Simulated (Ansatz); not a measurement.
# V2COS MXene monolayer in a perpendicular field

Aim: how the V2COS MXene monolayer screens a field along its normal, and what the field does to its bands. A positive field points along +c.

Main program and level: Ansatz 0.2.0; plane-wave DFT, PBE-D3(BJ), Ansatz PAW (set soft_1); PAW set soft_1.

Most raw output is cut from this account.

## 1. Starting point

The cell holds 5 atoms: 1 S, 2 V, 1 C and 1 O. Cell: a = 3.012 Å, b = 3.012 Å, c = 41.231 Å, α = 90.0°, β = 90.0°, γ = 120.0°. Vacuum lies along c.

As a file:

```cif
data_structure
_symmetry_space_group_name_H-M 'P 1'
_symmetry_Int_Tables_number 1
_cell_length_a 3.0122
_cell_length_b 3.0122
_cell_length_c 41.2306
_cell_angle_alpha 90.000
_cell_angle_beta 90.000
_cell_angle_gamma 120.000
_cell_volume 323.97
loop_
_atom_site_label
_atom_site_type_symbol
_atom_site_fract_x
_atom_site_fract_y
_atom_site_fract_z
_atom_site_occupancy
S1 S 0.33333 0.66667 0.43778 1
V2 V 0.66667 0.33333 0.47884 1
C3 C 0.00000 0.00000 0.50767 1
V4 V 0.33333 0.66667 0.53649 1
O5 O 0.66667 0.33333 0.56222 1
```

## 2. Relaxation

The starting cell is a guess, so the in-plane lattice and the atoms are relaxed first, with the slab cut off from its images along the normal.

Contents of input.yaml:

```yaml
crystal:
  lattice:
    - [3.012152, 0.0, 0.0]
    - [-1.506076, 2.6086001521, 0.0]
    - [0.0, 0.0, 41.2306167711]
  atoms:
    - { symbol: S, position: [0.3333333333, 0.6666666667, 0.4377814695] }
    - { symbol: V, position: [0.6666666667, 0.3333333333, 0.4788412314], spin: 2.0 }
    - { symbol: C, position: [0.0, 0.0, 0.5076672597] }
    - { symbol: V, position: [0.3333333333, 0.6666666667, 0.5364932881], spin: 2.0 }
    - { symbol: O, position: [0.6666666667, 0.3333333333, 0.5622185305] }
  periodic: [true, true, false]
magnetization:
  spin_polarized: true
kpoints:
  mp_grid: { grid: [12, 12, 1] }
hamiltonian:
  xc: pbe
  dispersion: d3bj
  pseudopotentials: { kind: paw, azcp: { folder: soft_1 } }
scf:
  occupations: { method: fermi_dirac, width: 0.05 }
  convergence: { dr2_threshold: 1.0e-09 }
relax:
  f_tol: 0.004
  max_steps: 90
  cell: {}
output:
  write_potential: true
  write_density: true
  volumetric_format: npy
```

Command:

```sh
> ansatz run input.yaml --threads 2 --pin off --max-ram 3072MiB --backend cpu --events-out ev --progress --plain --runs-dir out
```

Elapsed: 3.5 min, on 2 threads of Arm Neoverse V1, shared host; peak memory 0.74 GiB; 7 min of CPU time.

Step by step:

```tsv
step	energy less that of the first step (eV)	largest force component (eV/Å)	volume (Å³)
1	0.0000	1.4300	323.97
2	-0.2953	0.6335	319.02
3	-0.3415	0.1630	308.96
4	-0.3426	0.0598	309.55
5	-0.3427	0.0120	309.67
6	-0.3427	0.0013	309.70
7*	-0.3377	0.0013	309.70
8	-0.3378	0.0003	309.56
9*	-0.3377	0.0003	309.56
```

Relaxation steps marked * repeat the geometry before them on a plane-wave basis chosen anew for their cell, so energy and pressure can jump there.

Forces are held to the 6 operations that the run works with; a distortion that breaks them can't arise in this run.

```tsv
cell as run	before	after	change
a (Å)	3.012	2.944	-2.2 %
b (Å)	3.012	2.944	-2.2 %
```

The atoms that moved most (Å, along periodic axes as changes of fractional coordinates times the final cell, across vacuum about the mean position):

```tsv
atom	dx	dy	dz	length
S1	0.000	0.000	0.132	0.132
O5	0.000	0.000	-0.109	0.109
V2	0.000	0.000	0.057	0.057
V4	0.000	0.000	-0.041	0.041
C3	0.000	0.000	-0.039	0.039
```

The relaxed structure:

```xyz
5
Lattice="2.9444 0.0000 0.0000 -1.4722 2.5499 0.0000 0.0000 0.0000 41.2306" Properties=species:S:1:pos:R:3
S     0.0000    1.6999   18.1816
V     1.4722    0.8500   19.8000
C     0.0000    0.0000   20.8928
V     0.0000    1.6999   22.0791
O     1.4722    0.8500   23.0715
```

Numbers from this step:

- energy at zero smearing: -7549.6911 eV

The lattice constant a goes from 3.012 to 2.944 Å.

## 3. Single point, field 0

A sawtooth potential applies the field, turning back in the middle of the vacuum. With the dipole correction the typed value is the field outside the slab. The induced dipole is small, so the SCF threshold is tight.

The cell differs from the one that the last finished run ended in (c 41.231 → 22.890 Å).

Contents of input.yaml:

```yaml
crystal:
  lattice:
    - [2.944396244, 0.0, 0.0]
    - [-1.472198122, 2.5499219461, 0.0]
    - [0.0, 0.0, 22.8898628431]
  atoms:
    - { symbol: S, position: [0.3333333333, 0.6666666667, 0.3931871528] }
    - { symbol: V, position: [0.6666666667, 0.3333333333, 0.4638894493] }
    - { symbol: C, position: [0.0, 0.0, 0.5116319835] }
    - { symbol: V, position: [0.3333333333, 0.6666666667, 0.5634570824] }
    - { symbol: O, position: [0.6666666667, 0.3333333333, 0.6068128472] }
kpoints:
  mp_grid: { grid: [18, 18, 1] }
  band_path:
    path: [[0, 0, 0], [0.5, 0, 0], [0.33333333, 0.33333333, 0], [0, 0, 0]]
    npoints: 16
hamiltonian:
  xc: pbe
  dispersion: d3bj
  pseudopotentials: { kind: paw, azcp: { folder: soft_1 } }
scf:
  occupations: { method: fermi_dirac, width: 0.02585 }
  convergence: { dr2_threshold: 1.0e-10 }
efield:
  axis: 3
  dipole_correction: true
  ramp_position: 0.97
  ramp_width: 0.06
  amplitude: 0
output:
  dos: { projected: true, e_range: [-6, 5] }
  write_potential: true
  write_density: true
  volumetric_format: npy
  elf: true
```

Run time: 24 s. Hardware: 2 threads; peak memory 0.48 GiB; 47 s of CPU time.

Numbers from this step:

```
energy at zero smearing        : -7549.6919 eV
work function, upper face      : 6.512 eV
work function, lower face      : 5.230 eV
dipole along the normal        : -0.05320 e·Å
step between the vacuum levels : 1.282 eV
```

Running mean over a fixed 2.7 Å (it still follows the layers) of the planar mean; the ramp of the sawtooth is left out. The electron's electrostatic potential energy less the Fermi level by z:

```tsv
z (Å)	electron's electrostatic potential energy less the Fermi level (eV)
4	5.23
5	5.23
6	5.19
7	4.32
8	-0.939
9	-5.90
10	-10.7
11	-10.9
12	-12.1
13	-10.3
14	-4.55
15	2.79
16	6.34
17	6.51
18	6.51
19	6.51
```

The density of states has structure finer than the step of the table below, so its rows give means over 0.2 eV, whole bins alone (the curve runs from -6 to 1.31 eV). Peaks (eV: height): -5.45: 14.2, -4.65: 9.96, -4.40: 8.88, -3.71: 11.3, -2.66: 9.39, 0.64: 9.43, 0.81: 16.1.

The density of states by energy, zero at the Fermi level; means over each step:

```tsv
energy (eV)	density of states (states/eV a cell)
-5.8	3.78
-5.6	2.13
-5.4	5.75
-5.2	3.56
-5.0	3.45
-4.8	4.01
-4.6	5.09
-4.4	5.72
-4.2	1.99
-4.0	3.58
-3.8	4.29
-3.6	5.09
-3.4	5.13
-3.2	3.75
-3.0	2.75
-2.8	2.09
-2.6	4.18
-2.4	2.04
-2.2	1.98
-2.0	1.97
-1.8	1.38
-1.6	1.37
-1.4	1.64
-1.2	1.43
-1.0	1.66
-0.8	2.04
-0.6	2.54
-0.4	1.80
-0.2	1.54
0.0	2.15
0.2	2.80
0.4	2.33
0.6	5.81
0.8	7.71
1.0	2.03
1.2	3.13
```

Projected DOS per atom over height of the atomic layer and energy from the Fermi level. Layers: S V C V O from below.

Ten even steps from '_' (0.08 states/eV) to '@' (4.14 states/eV), each cell a mean:
```
__..__..__
__==__@@__
__::__--__
__..__::__
______..__
__..__..__
__..__..__
__..______
....______
..________
..________
--..____..
..______..
......__..
::::::..--
........::
..______..
....::::==
__....::--
..__....::
....::..--
::__......
```
Columns: height of the atomic layer (Å) from 9 to 13.9 (not evenly spaced); rows upwards: energy from the Fermi level (eV) from -5.96 to 1.24.

The electronic bands at the labelled points (eV, zero at the Fermi level):

```tsv
point	band 18	band 19	band 20	band 21	band 22	band 23	band 24	band 25
Γ	-2.27	-0.75	-0.75	0.11	0.42	0.42	0.60	0.60
halfway	-3.21	-2.20	-1.28	-1.03	0.29	0.65	1.20	1.66
M	-3.32	-2.69	-1.24	-1.22	0.60	0.84	1.40	1.41
halfway	-3.69	-3.04	-2.76	-0.37	0.68	0.80	1.41	1.53
K	-3.92	-3.41	-3.31	0.21	0.38	0.98	1.29	1.49
halfway	-3.22	-2.42	-2.08	-0.46	-0.05	0.87	1.31	1.54
Γ	-2.27	-0.75	-0.75	0.11	0.42	0.42	0.60	0.60
```

Valence density in the ca plane at fractional y = 0.333, with atoms of V and O within 0.2 Å of it. It is the smooth field of the valence electrons, not physical close to the nuclei.

Ten steps, logarithmic in the rise over the least value, from '0' (0 e/Å³) to '9' (14 e/Å³), each cell a mean:
```
00000000000000000012223465322222454210000000
00000000000000000011224798521123677410000000
00000000000000000001125899621124687520000000
00000000000000000011224788522123576410000000
00000000000000000112222454322222343200000000
00000000000000000123332222333333221000000000
00000000000000000123332222333333211000000000
00000000000000000123332222333333221100000000
```
Columns run along c (16.0 Å, from fractional 0.08 to 0.78 of the cell), rows up along a (2.9 Å). Atoms in or near the plane, at fractional coordinates: V at (0.46, 0.67), O at (0.61, 0.67).

Electrostatic potential energy in the ca plane at fractional y = 0.333, with atoms of V and O within 0.2 Å of it. With pseudopotentials it is smooth inside the atoms' cores, unlike the true potential.

Values in eV, 5 rows by 16 columns, each cell a mean:
```
  6   6   5   1 -12 -32  -5  -2 -17   2   7   6   6   6   6   6
  6   6   5   3 -20 -38 -10   0 -36  -6   6   6   6   6   6   6
  6   6   5   1 -12 -33  -5  -2 -17   2   7   6   6   6   6   6
  6   6   4  -6  -3  -4  -3 -13  -2   5   6   6   6   6   6   6
  6   6   4  -6  -3  -4  -3 -13  -2   5   6   6   6   6   6   6
```
Columns run along c (16.0 Å, from fractional 0.24 to 0.93 of the cell; values clipped at the 3rd and 97th percentile), rows up along a (2.9 Å). Atoms in or near the plane, at fractional coordinates: V at (0.46, 0.67), O at (0.61, 0.67).

ELF in the ca plane at fractional y = 0.333, with atoms of V and O within 0.2 Å of it. It is the smooth field of the valence electrons, not physical close to the nuclei.

Ten even steps from '0' (0.00) to '9' (0.84), each cell a mean:
```
00000000000000001346652354244213799852000000
00000000000000000012323787412126879974100000
00000000000000000001113788511127848984100000
00000000000000000013322687422125889973100000
00000000000000001356763343245212588741000000
00000000000000024789985213686211123210000000
00000000000000025899997335786222100000000000
00000000000000014789985212576211134310000000
```
Columns run along c (16.0 Å, from fractional 0.08 to 0.78 of the cell), rows up along a (2.9 Å). Atoms in or near the plane, at fractional coordinates: V at (0.46, 0.67), O at (0.61, 0.67).

The work function of the upper face is 6.51 eV.

## 4. Single point, field 0.1 V/Å

Changes to input.yaml since step 3:

```diff
@@ -26,7 +26,6 @@
   dipole_correction: true
-  ramp_position: 0.97
-  ramp_width: 0.06
-  amplitude: 0
+  ramp_position: 0.9284
+  ramp_width: 0.1263
+  amplitude: 0.1
 output:
-  dos: { projected: true, e_range: [-6, 5] }
   write_potential: true
@@ -34,2 +33 @@
   volumetric_format: npy
-  elf: true
```

The job ended after 23 s (2 threads; peak memory 0.45 GiB).

The dipole is -0.0264 e·Å, 0.0268 e·Å from its value without field.

## 5. Single point, field -0.1 V/Å

Changes to input.yaml since step 4:

```diff
@@ -28,3 +28,3 @@
   ramp_width: 0.1263
-  amplitude: 0.1
+  amplitude: -0.1
 output:
```

Elapsed: 23 s, on 2 threads; peak memory 0.45 GiB; 46 s of CPU time.

The dipole is -0.0800 e·Å, -0.0268 e·Å from its value without field.

## 6. Response, atoms held

This step: plane-wave DFT, PBE-D3(BJ), Ansatz PAW (set soft_1); response to a field along the normal, atoms held; PAW set soft_1 (Ansatz 0.2.0).

The dipoles give the slope, and the difference of two potentials shows where the field is screened.

Numbers from this step:

* equivalent conductor thickness p/(ε₀AE): 6.462 Å
* distance between the outer atoms: 4.890 Å

Table of dipole of the cell by applied field:

```tsv
applied field (V/Å)	dipole of the cell (e·Å)
-0.1000	-0.0800
0.0000	-0.0532
0.1000	-0.0264
```

Local field over the applied field, running mean. From the potentials at -0.1 and 0.1 V/Å; running mean over 2.5 Å. Table of local field over applied field by z:

```tsv
z (Å)	local field over applied field
4.01	1.000
4.43	0.999
4.86	0.998
5.15	0.996
5.58	0.988
6.01	0.971
6.44	0.930
6.87	0.850
7.15	0.771
7.58	0.628
8.01	0.474
8.44	0.316
8.87	0.181
9.30	0.0906
9.59	0.0549
10.01	0.0276
10.44	0.0149
10.87	0.0148
11.30	0.0198
11.59	0.0200
12.02	0.0199
12.45	0.0324
12.88	0.0687
13.30	0.140
13.59	0.213
14.02	0.349
14.45	0.503
14.88	0.658
15.31	0.795
15.74	0.902
16.02	0.947
16.45	0.981
16.88	0.994
17.31	0.998
17.74	0.999
18.03	1.000
18.45	1.000
18.88	1.000
```

Electrons, planar mean, per unit field. Table of induced electron density by z:

z (Å), induced electron density (e/Å³ per V/Å) and a bar from the least value:
```
      4.5    0.00000 ###############
      5.0    0.00001 ###############
      5.5    0.00004 ################
      6.0    0.00013 ################
      6.5    0.00038 #################
      7.0    0.00103 ###################
      7.5    0.00244 #########################
      8.0    0.00377 ##############################
      8.5    0.00197 #######################
      9.0    0.00108 ####################
      9.5    0.00043 #################
     10.0   -0.00073 #############
     10.5    0.00038 #################
     11.0   -0.00005 ###############
     11.5    0.00019 ################
     12.0   -0.00024 ##############
     12.5   -0.00020 ###############
     13.0   -0.00007 ###############
     13.5   -0.00148 ##########
     14.0   -0.00170 #########
     14.5   -0.00395 
     15.0   -0.00224 #######
     15.5   -0.00078 ############
     16.0   -0.00023 ##############
     16.5   -0.00006 ###############
     17.0   -0.00002 ###############
     17.5    0.00000 ###############
     18.0    0.00000 ###############
     18.5    0.00000 ###############
```

By hand: between -0.1 and 0.1 V/Å the dipole changes by 0.05362 e·Å, a slope of 0.2681 e·Å²/V. A perfect conductor of thickness t has p = ε₀AEt, so t = 180.95 × 0.2681 / 7.508 = 6.46 Å (e/ε₀ = 180.95 V·Å, A in Å²).

The induced dipole is that of a conductor 6.46 Å thick.

## 7. Summary of results

| Item | Value |
| --- | --- |
| gap without field | none |
| work function, upper face | 6.51 eV |
| step between the vacuum levels | 1.28 eV |
| equivalent conductor thickness, atoms held | 6.46 Å |

What this shows: The induced dipole equals that of a perfect conductor 6.46 Å thick, while the outer atoms lie 4.89 Å apart. The two faces differ: the vacuum level above lies 1.28 eV higher than the one below. There is no gap over 0.03 eV, with or without the field. The first relaxation ran with spin and lost its moment, and the later runs have none; other magnetic states were not tried. The MXene's terminations sit over the metal atoms of its far layer; the site over carbon or nitrogen, which some compounds prefer, was not run.

[Logs are printed without paths, hosts, clocks, repeated set-up lines and the standing remarks that a program may print on its own settings, such as how far it seeks lower states.]

[Hosts, paths, dates, database ids (printed as entryN), source tags and the programs' standing remarks are cut or masked in the printed files.]

[Maps of the electrostatic potential energy from Ansatz leave out the sawtooth potential of an applied field or a dipole correction, so their vacuum need not be flat; planar profiles and work functions include it.]

[The density of states shown here was stored with 400 of the rows of the run's finer table, so its peaks can read low, often by over a quarter, or be missed, and its means over a window can be off by a tenth or more.]
